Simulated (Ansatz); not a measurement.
# What MgTiTe3 (built on the sites of a database entry of BaTiO3) distorts into

Aim: this structure of MgTiTe3 (built on the sites of a database entry of BaTiO3) is to be tested for unstable modes, and one is followed downhill.

Method: DFT PBE+D3(BJ), scalar-relativistic, plane waves, PAW, in Ansatz 0.2.0.

The structure was built from a prototype and need not be the compound's stable phase.

## Step 1: Starting point

Symmetry: P4mm, No. 99, tetragonal system. Conventional cell: a = 5.478 Å, b = 5.478 Å, c = 5.464 Å, α = 90.00°, β = 90.00°, γ = 90.00°. Mg has 4 Te at 2.86 Å nearest. Ti has 6 Te at 2.46 to 3.01 Å nearest. Nearest to Te lie 2 Ti at 2.46 to 3.01 Å. Nearest to Te lie 2 Ti at 2.83 Å and 2 Mg at 2.86 Å. Farther neighbours and most contacts between anions are not listed.

## Step 2: Zone-centre response

The cell comes from relaxations at this level that are not shown. The zone centre is the only wavevector solved here; it holds the modes that light can see, as far as symmetry allows. No field response is asked, since the mesh shows no gap.

Contents of input.yaml:

```yaml
crystal:
  lattice:
    - [5.4777658673, 0.0, 0.0]
    - [0.0, 5.4777658673, 0.0]
    - [0.0, 0.0, 5.4637026632]
  atoms:
    - { symbol: Mg, position: [0.0, 0.0, -0.2305991639] }
    - { symbol: Ti, position: [0.5, 0.5, 0.4898131398] }
    - { symbol: Te, position: [0.5, 0.5, 0.0402955509] }
    - { symbol: Te, position: [0.5, 0.0, 0.6217452365] }
    - { symbol: Te, position: [0.0, 0.5, 0.6217452365] }
kpoints:
  mp_grid: { grid: [8, 8, 8] }
hamiltonian:
  xc: pbe
  dispersion: d3bj
scf:
  occupations: { method: methfessel_paxton, width: 0.2 }
output:
  eigenvalues: true
phonons:
  method: dfpt
```

Launch:

```
$ ansatz run input.yaml --threads 8 --pin off --max-ram 14336MiB --backend cpu --events-out ev --progress --plain --runs-dir out
```

Numbers of over 12 decimals in the logs are rounded to 6 here.

Output:

```text
zone centre: on kpoints.mp_grid the ground state, and the responses unless they are solved on pairs of k-points, stand on 125 of the mesh's 512 k-points, reduced under 4 symmetry operations, with k and −k counted as one. Each operation leaves every solved displacement unchanged or reverses it
Engine: ansatz 0.2.0, aarch64-unknown-linux-gnu
Pseudopotentials: kind: paw
Pseudopotential: Mg, paw, valence charge 10, recommended cutoff 420 eV (normal), Mg.paw.azcp
Pseudopotential: Ti, paw, valence charge 12, recommended cutoff 420 eV (normal), Ti.paw.azcp
Pseudopotential: Te, paw, valence charge 16, recommended cutoff 420 eV (normal), Te.paw.azcp
Functional definition: PBE
  parameter kappa = 0.804
  parameter beta = 0.066725
  exchange = pbe_x(kappa = kappa, mu = beta*pi^2/3)
  correlation = pbe_c(beta = beta)
Crystal: 5 atoms, lattice volume = 163.943 Å³
Basis set: ecut = 420 eV, 3191 PW (Γ), exchange–correlation on 80×80×80 points (8 copies of the dense FFT grid, shifted against one another)
Bands: 42, of which v1, the nominal top of the filled ones, is band 35 counted from 1 (34 counted from 0)
Symmetry: 8 space group operations
k-points: 125 of 512 (irreducible under 4 space group operations, time reversal used)
Non-local potential: Mg, projectors of the file, l = 0: 3, l = 1: 2, l = 2: 1
Non-local potential: Ti, projectors of the file, l = 0: 3, l = 1: 2, l = 2: 3, l = 3: 1
Non-local potential: Te, projectors of the file, l = 0: 2, l = 1: 2, l = 2: 2, l = 3: 2
PAW form: soft (Blöchl's): semilocal exchange-correlation on the pseudo side does not see the compensation charge
PAW one-centre angular grid: Mg, 110 points (default); XC on 64 Gauss nodes
PAW one-centre angular grid: Ti, 590 points (default); XC on 64 Gauss nodes
PAW one-centre angular grid: Te, 590 points (default); XC on 64 Gauss nodes
Initial density: superposition of atomic densities (neutral atoms: chi_scale 0, normalization atom), corrected by the library's trained network
Initial wavefunctions: pseudopotential atomic-orbital guess
Functional: x = pbe(κ = 0.804, μ = 0.219515), c = pbe(β = 0.066725)
SCF iter   1: F=—  HF=-25366.908500 eV  |F-HF|=—  |Δ(HF+E_count)|=         —  Δρ=4.54e-3  dr2=2.54e-2  ethr=1.77e-3  ⟨swp⟩=7.0  Hψ=20757  notcnv=0
preconditioner: auto → none  [metal: Δε(μ)=0.068 eV  Ē_g=6.356 eV  σ=0.200 eV  W_gap=0.28  n_scr=32 (ndim 8)  ℏωp=14.2 eV  f_vac=0.153  D(μ)=1.05/eV (n_scr^D=0)  sad-step TF]
SCF iter   2: F=—  HF=-25366.904446 eV  |F-HF|=—  |Δ(HF+E_count)|=   4.05e-3  S|Δr|=    0.00e0  Δρ=2.39e-3  dr2=8.47e-3  ethr=3.63e-5  ⟨swp⟩=2.2  Hψ=10260  notcnv=0
SCF iter   3: F=—  HF=-25366.918052 eV  |F-HF|=—  |Δ(HF+E_count)|=   1.36e-2  S|Δr|=    0.00e0  Δρ=7.05e-3  dr2=1.69e-1  ethr=1.21e-5  ⟨swp⟩=2.0  Hψ=9641  notcnv=0  recentre
SCF iter   4: F=—  HF=-25366.905020 eV  |F-HF|=—  |Δ(HF+E_count)|=   1.30e-2  S|Δr|=    0.00e0  Δρ=1.63e-3  dr2=8.69e-3  ethr=1.21e-5  ⟨swp⟩=2.0  Hψ=9842  notcnv=0
SCF iter   5: F=—  HF=-25366.904370 eV  |F-HF|=—  |Δ(HF+E_count)|=   6.51e-4  S|Δr|=    0.00e0  Δρ=2.99e-4  dr2=9.15e-5  ethr=1.21e-5  ⟨swp⟩=1.1  Hψ=5256  notcnv=0
SCF iter   6: F=—  HF=-25366.904442 eV  |F-HF|=—  |Δ(HF+E_count)|=   7.20e-5  S|Δr|=    0.00e0  Δρ=6.11e-5  dr2=5.82e-6  ethr=1.31e-7  ⟨swp⟩=2.7  Hψ=9805  notcnv=0
SCF iter   7: F=—  HF=-25366.904442 eV  |F-HF|=—  |Δ(HF+E_count)|=   2.86e-7  S|Δr|=    0.00e0  Δρ=1.76e-5  dr2=5.46e-7  ethr=8.31e-9  ⟨swp⟩=2.3  Hψ=8329  notcnv=0
SCF iter   8: F=—  HF=-25366.904442 eV  |F-HF|=—  |Δ(HF+E_count)|=   2.02e-7  S|Δr|=    0.00e0  Δρ=7.55e-6  dr2=1.83e-7  ethr=7.80e-10  ⟨swp⟩=2.3  Hψ=9188  notcnv=0
SCF iter   9: F=—  HF=-25366.904442 eV  |F-HF|=—  |Δ(HF+E_count)|=   1.37e-8  S|Δr|=    0.00e0  Δρ=1.18e-6  dr2=2.45e-9  ethr=2.61e-10  ⟨swp⟩=2.0  Hψ=6002  notcnv=0
SCF iter  10: F=—  HF=-25366.904442 eV  |F-HF|=—  |Δ(HF+E_count)|=   1.58e-9  S|Δr|=    0.00e0  Δρ=4.78e-7  dr2=6.59e-10  ethr=3.49e-12  ⟨swp⟩=2.0  Hψ=9380  notcnv=0
SCF iter  11: F=—  HF=-25366.904442 eV  |F-HF|=—  |Δ(HF+E_count)|=  1.46e-11  S|Δr|=    0.00e0  Δρ=1.22e-7  dr2=2.00e-11  ethr=1.00e-12  ⟨swp⟩=2.0  Hψ=6447  notcnv=0
SCF iter  12: F=-25366.904442 eV  HF=-25366.904442 eV  |F-HF|=0.00e0  |Δ(HF+E_count)|=  2.91e-11  S|Δr|=    0.00e0  Δρ=4.46e-8  dr2=2.56e-12  ethr=1.00e-12  ⟨swp⟩=8.9  Hψ=25956  notcnv=0
SCF 1 converged in 12 iterations: F = -25366.904442 eV  dr2 = 2.56e-12
  greatest PAW one-centre occupation: 1.000 electrons in one spin orbital (limit 2), on the Mg atom at site 0 (counted from 0), in its partial waves of l = 0
DFPT response loops at Γ: preconditioner auto → none (partly filled bands, converged f_vac=0.155); β = 0.50; Broyden in place of MSR1
SCF converged after 12 iterations
Stability not checked: this state was not tested for a lower state beside it, because cold or Methfessel-Paxton smearing, or corrected tetrahedra, fill the levels in a way that the test cannot read (fill_not_monotonic; see scf.lower_state_search)
Free energy (F): -25366.904442 eV
Harris-Foulkes:  -25366.904442 eV  (|F-HF|=0.00e0)
Internal energy: -25366.912487 eV  (E = F + TS)
E sigma→0 (E₀):  -25366.906453 eV
Entropy (-TS):   0.008045 eV (1.609 meV/atom)
Fermi energy:    7.057950 eV
Step filling:    the computed levels leave a gap of 0.0000 eV = 0.0 smearing widths at the electron count; against every level under it full and every level over it empty, smearing changes F+E_penalty+E_count by +2.878 meV and its σ→0 estimate by +0.867 meV
--- Per-component energies (eV) ---
  E_band       = -1447.167998
  E_kinetic    = 890.353002
  E_local      = -7856.985851  (includes V_loc(G=0)·N_el)
  E_nonlocal   = -825.154220
  E_hartree    = 4079.303202
  E_xc         = -499.148233
  E_vxc        = -471.569471  (∫ρ·V_xc dr)
  E_paw        = -15329.091560  (= ΣΔE_a)
  E_vpaw       = -1342.417441  (= ΣTr[D̂ρ^β])
  E_aug_tail   = -0.000479  (compensation charges beyond the density's cutoff)
  E_ewald      = -5824.441446
  E_disp       = -1.746901  (pairwise vdW)
  E_smearing   = 0.008045  (= −TS)
  E_closure    = 0.000000  (closes the sum)
  Σ components = -25366.904442   (vs F -25366.904442, Δ=0.00e0)
--- Band table (eV; the first three rows and the last of 125) ---
  k-point 0: bands = [... 31 lower, 5.5983, 5.7595, 6.0065, 6.0065, 6.9699, 7.4166, 8.3007, 8.3007, ... 3 higher]
  k-point 1: bands = [... 31 lower, 5.5330, 5.5409, 6.0231, 6.0231, 6.9744, 7.4975, 8.3282, 8.3282, ... 3 higher]
  k-point 2: bands = [... 31 lower, 5.2320, 5.4090, 6.0517, 6.0517, 6.9853, 7.7095, 8.3100, 8.3873, ... 3 higher]
  k-point 124: bands = [... 31 lower, 4.7115, 6.6513, 7.0220, 7.1368, 7.1368, 8.3989, 8.3989, 8.4242, ... 3 higher]
--- Phonons (Γ-DFPT): 9 representative perturbations + reference, on 125 of 512 k-points (Σ response iterations 32) ---
  k mesh reduced under 4 symmetry operations, with k and −k counted as one. Each operation leaves every solved displacement unchanged or reverses it
  ASR residual: 5.168e-5 → 0.000e0 eV/Å²; symmetrization residual: 1.042e-5 eV/Å²
  pairwise dispersion correction: d3bj (s6 = 1.0, s8 = 0.7875, a1 = 0.4289, a2_bohr = 4.4407), with the weights of each atom's references fixed at the reference crystal's, and the forces and stress that the weights' published response gives there kept as a pressure on the atom's counted neighbours (hamiltonian.dispersion)
  ASR residual per site (eV/Å²): 2.74e-5 3.92e-5 5.17e-5 3.68e-6 3.68e-6
  Γ frequencies (cm⁻¹): -41.71 -41.71 0.00 0.00 0.00 35.51 84.73 84.73 89.42 122.03 191.01 191.01 214.68 214.68 315.23
  non-analytic LO–TO correction: not included (Born effective charges unavailable; polar crystals: no LO–TO splitting at Γ)
```

It took 1.9 min on 8 threads of Arm Neoverse V2, shared host; peak memory 3 GiB.

Numbers from this step:

```yaml
volume_per_atom: 32.79 Å³
gap_on_the_k_mesh: 0 eV
sum_rule_residual_before_enforcement: 5.17e-5 eV/Å²
point_group: 4mm
highest_optical_mode_at_the_zone_centre_no_lo_to_term: 315.2 cm⁻¹
lowest_optical_zone_centre_mode: -41.71 cm⁻¹
```

Patterns of degenerate modes are one choice out of their space. Modes at Γ, with each element's share of the kinetic energy (negative means imaginary):

```tsv
mode	frequency (cm⁻¹)	symmetry	Mg %	Ti %	Te %
1	-41.7	E	11	9	81
2	-41.7	E	11	9	81
3	0.0	acoustic	5	11	84
4	0.0	acoustic	5	11	84
5	0.0	acoustic	5	11	84
6	35.5	B1	0	0	100
7	84.7	E	1	21	79
8	84.7	E	1	21	79
9	89.4	A1	6	14	79
10	122.0	A1	88	0	12
11	191.0	E	7	57	35
12	191.0	E	7	57	35
13	214.7	E	76	3	21
14	214.7	E	76	3	21
15	315.2	A1	0	75	25
```

Displacements in mode 2 (-41.7 cm⁻¹), the largest set to 1:
```
Mg1  1.00  0.41  0.00
Ti2 -0.63 -0.26  0.00
Te3 -0.60 -0.25  0.00
Te4  0.97 -0.14  0.00
Te5 -0.33  0.40  0.00
```

Displacements in mode 15 (315.2 cm⁻¹), the largest set to 1:
```
Mg1  0.00  0.00 -0.07
Ti2  0.00  0.00  1.00
Te3  0.00  0.00 -0.36
Te4  0.00  0.00  0.00
Te5  0.00  0.00  0.00
```

Before it was imposed, the acoustic sum rule was missed by 5.2e-5 eV/Å². Small misses are needed for a sound result but don't prove that mesh and cutoff are converged. The lowest optical mode is imaginary, 41.7i cm⁻¹, so the energy falls along it.

## Step 3: The mode frozen in, largest atomic shift 0 Å

The mode followed lies at Γ with frequency 41.7i cm⁻¹ and is 2-fold degenerate, the softest among the wavevectors solved. At small amplitude the distorted cell has space group no. 6 by a symmetry search on the positions. The undistorted cell that holds it gives the zero of energy on the same k mesh.

input.yaml, the sections that differ from step 2:

```yaml
crystal:
  lattice:
    - [5.4777658673, 0.0, 0.0]
    - [0.0, 5.4777658673, 0.0]
    - [0.0, 0.0, 5.4637026632]
  atoms:
    - { symbol: Mg, position: [0.0, 0.0, 0.7694008361] }
    - { symbol: Ti, position: [0.5, 0.5, 0.4898131398] }
    - { symbol: Te, position: [0.5, 0.5, 0.0402955509] }
    - { symbol: Te, position: [0.5, 0.0, 0.6217452365] }
    - { symbol: Te, position: [0.0, 0.5, 0.6217452365] }
output:
  forces: true
  stress: true
  eigenvalues: true
# kpoints, hamiltonian, scf: as in step 2
# phonons: removed
```

Output:

```text
[...]
Crystal: 5 atoms, lattice volume = 163.943 Å³
Basis set: ecut = 420 eV, 3191 PW (Γ), exchange–correlation on 80×80×80 points (8 copies of the dense FFT grid, shifted against one another)
Bands: 42, of which v1, the nominal top of the filled ones, is band 35 counted from 1 (34 counted from 0)
Symmetry: 8 space group operations
[...]
k-points: 75 of 512 (time reversal used)
[...]
k-point 0: bands = [... 31 lower, 5.5983, 5.7595, 6.0065, 6.0065, 6.9699, 7.4166, 8.3007, 8.3007, ... 3 higher]
  k-point 1: bands = [... 31 lower, 5.5330, 5.5409, 6.0231, 6.0231, 6.9744, 7.4975, 8.3282, 8.3282, ... 3 higher]
  k-point 2: bands = [... 31 lower, 5.2320, 5.4090, 6.0517, 6.0517, 6.9853, 7.7095, 8.3100, 8.3873, ... 3 higher]
  k-point 74: bands = [... 31 lower, 4.7115, 6.6513, 7.0220, 7.1369, 7.1369, 8.3989, 8.3989, 8.4242, ... 3 higher]
[key lines of the parts left out:]
SCF converged after 9 iterations
Free energy (F): -25366.904442 eV
Fermi energy:    7.057956 eV
P = ⅓ Tr σ = -0.0001 GPa (-0.001 kbar)
```

Run time: 6.2 s. Hardware: 8 threads; peak memory 0.79 GiB; 47 s of CPU time.

Numbers from this step:

```yaml
pressure: -1.02e-4 GPa
energy_from_the_undistorted_cell: 0 meV/atom
```

The run ends at a pressure of 0.00 GPa, with forces up to 8.4e-4 eV/Å.

## Step 4: The mode frozen in, largest atomic shift 0.22 Å

The atoms are moved along the unstable eigenvector, the largest shift by 0.22 Å, with the cell fixed.

input.yaml, the sections that differ from step 3:

```yaml
crystal:
  lattice:
    - [5.4777658673, 0.0, 0.0]
    - [0.0, 5.4777658673, 0.0]
    - [0.0, 0.0, 5.4637026632]
  atoms:
    - { symbol: Mg, position: [0.0, -0.0401623591, 0.7694008361] }
    - { symbol: Ti, position: [0.5, 0.5253795499, 0.4898131398] }
    - { symbol: Te, position: [0.5, 0.5239928333, 0.0402955509] }
    - { symbol: Te, position: [0.5, 0.013162399, 0.6217452365] }
    - { symbol: Te, position: [0.0, 0.4609741033, 0.6217452365] }
# kpoints, hamiltonian, scf, output: as in step 3
```

Output:

```text
[...]
Crystal: 5 atoms, lattice volume = 163.943 Å³
Basis set: ecut = 420 eV, 3191 PW (Γ), exchange–correlation on 80×80×80 points (8 copies of the dense FFT grid, shifted against one another)
Bands: 42, of which v1, the nominal top of the filled ones, is band 35 counted from 1 (34 counted from 0)
Symmetry: 2 space group operations
[...]
k-point 0: bands = [... 31 lower, 5.6311, 5.8996, 5.9465, 5.9933, 7.0123, 7.4026, 8.2731, 8.3253, ... 3 higher]
  k-point 1: bands = [... 31 lower, 5.5548, 5.6790, 5.9385, 6.0182, 7.0544, 7.4913, 8.2976, 8.3780, ... 3 higher]
  k-point 2: bands = [... 31 lower, 5.2368, 5.4628, 5.9323, 6.0311, 7.1362, 7.7075, 8.3246, 8.4129, ... 3 higher]
  k-point 169: bands = [... 31 lower, 4.8146, 6.6232, 6.7638, 7.1527, 7.3903, 8.2315, 8.3905, 8.5956, ... 3 higher]
[key lines of the parts left out:]
SCF converged after 9 iterations
Free energy (F): -25366.921842 eV
Fermi energy:    7.134261 eV
P = ⅓ Tr σ = -0.2382 GPa (-2.382 kbar)
```

Elapsed: 13 s, on 8 threads; peak memory 1.1 GiB.

This step gave:

```
pressure                         : -0.2382 GPa
energy from the undistorted cell : -3.773 meV/atom
```

The energy, extrapolated to zero smearing, is -3.77 meV/atom against the undistorted cell.

The run ends at a pressure of -0.24 GPa, with forces up to 0.15 eV/Å.

## Step 5: Energy along the mode, all amplitudes (two of the runs are shown above)

An imaginary frequency means negative curvature, so the energy should fall and then rise again as anharmonic terms take over.

Numbers from this step:

| Item | Value |
| --- | --- |
| depth at the lowest point sampled | 3.773 meV/atom |
| largest atomic shift at that point | 0.22 Å |

Table of energy from the parent by largest atomic shift:

```tsv
largest atomic shift (Å)	energy from the parent (meV/atom)
0.000	0
0.040	-0.25
0.080	-0.931
0.140	-2.35
0.220	-3.77
0.320	-2.65
0.450	7.16
```

Displacement at unit largest shift by atom:

```tsv
atom	x (Å)	y (Å)	z (Å)	size
Mg1	0.00	-1.00	0.00	1.00
Ti2	0.00	0.63	0.00	0.63
Te3	0.00	0.60	0.00	0.60
Te4	0.00	0.33	0.00	0.33
Te5	0.00	-0.97	0.00	0.97
```

The lowest of the steps tried is at 0.22 Å, 3.77 meV/atom below the parent; the bottom of the well need not coincide with a step.

(Continued in part 2 of 3.)

[Logs are printed without paths, hosts, clocks, repeated set-up lines and the standing remarks that a program may print on its own settings, such as how far it seeks lower states.]

[Hosts, paths, dates, database ids (printed as entryN), source tags and the programs' standing remarks are cut or masked in the printed files.]
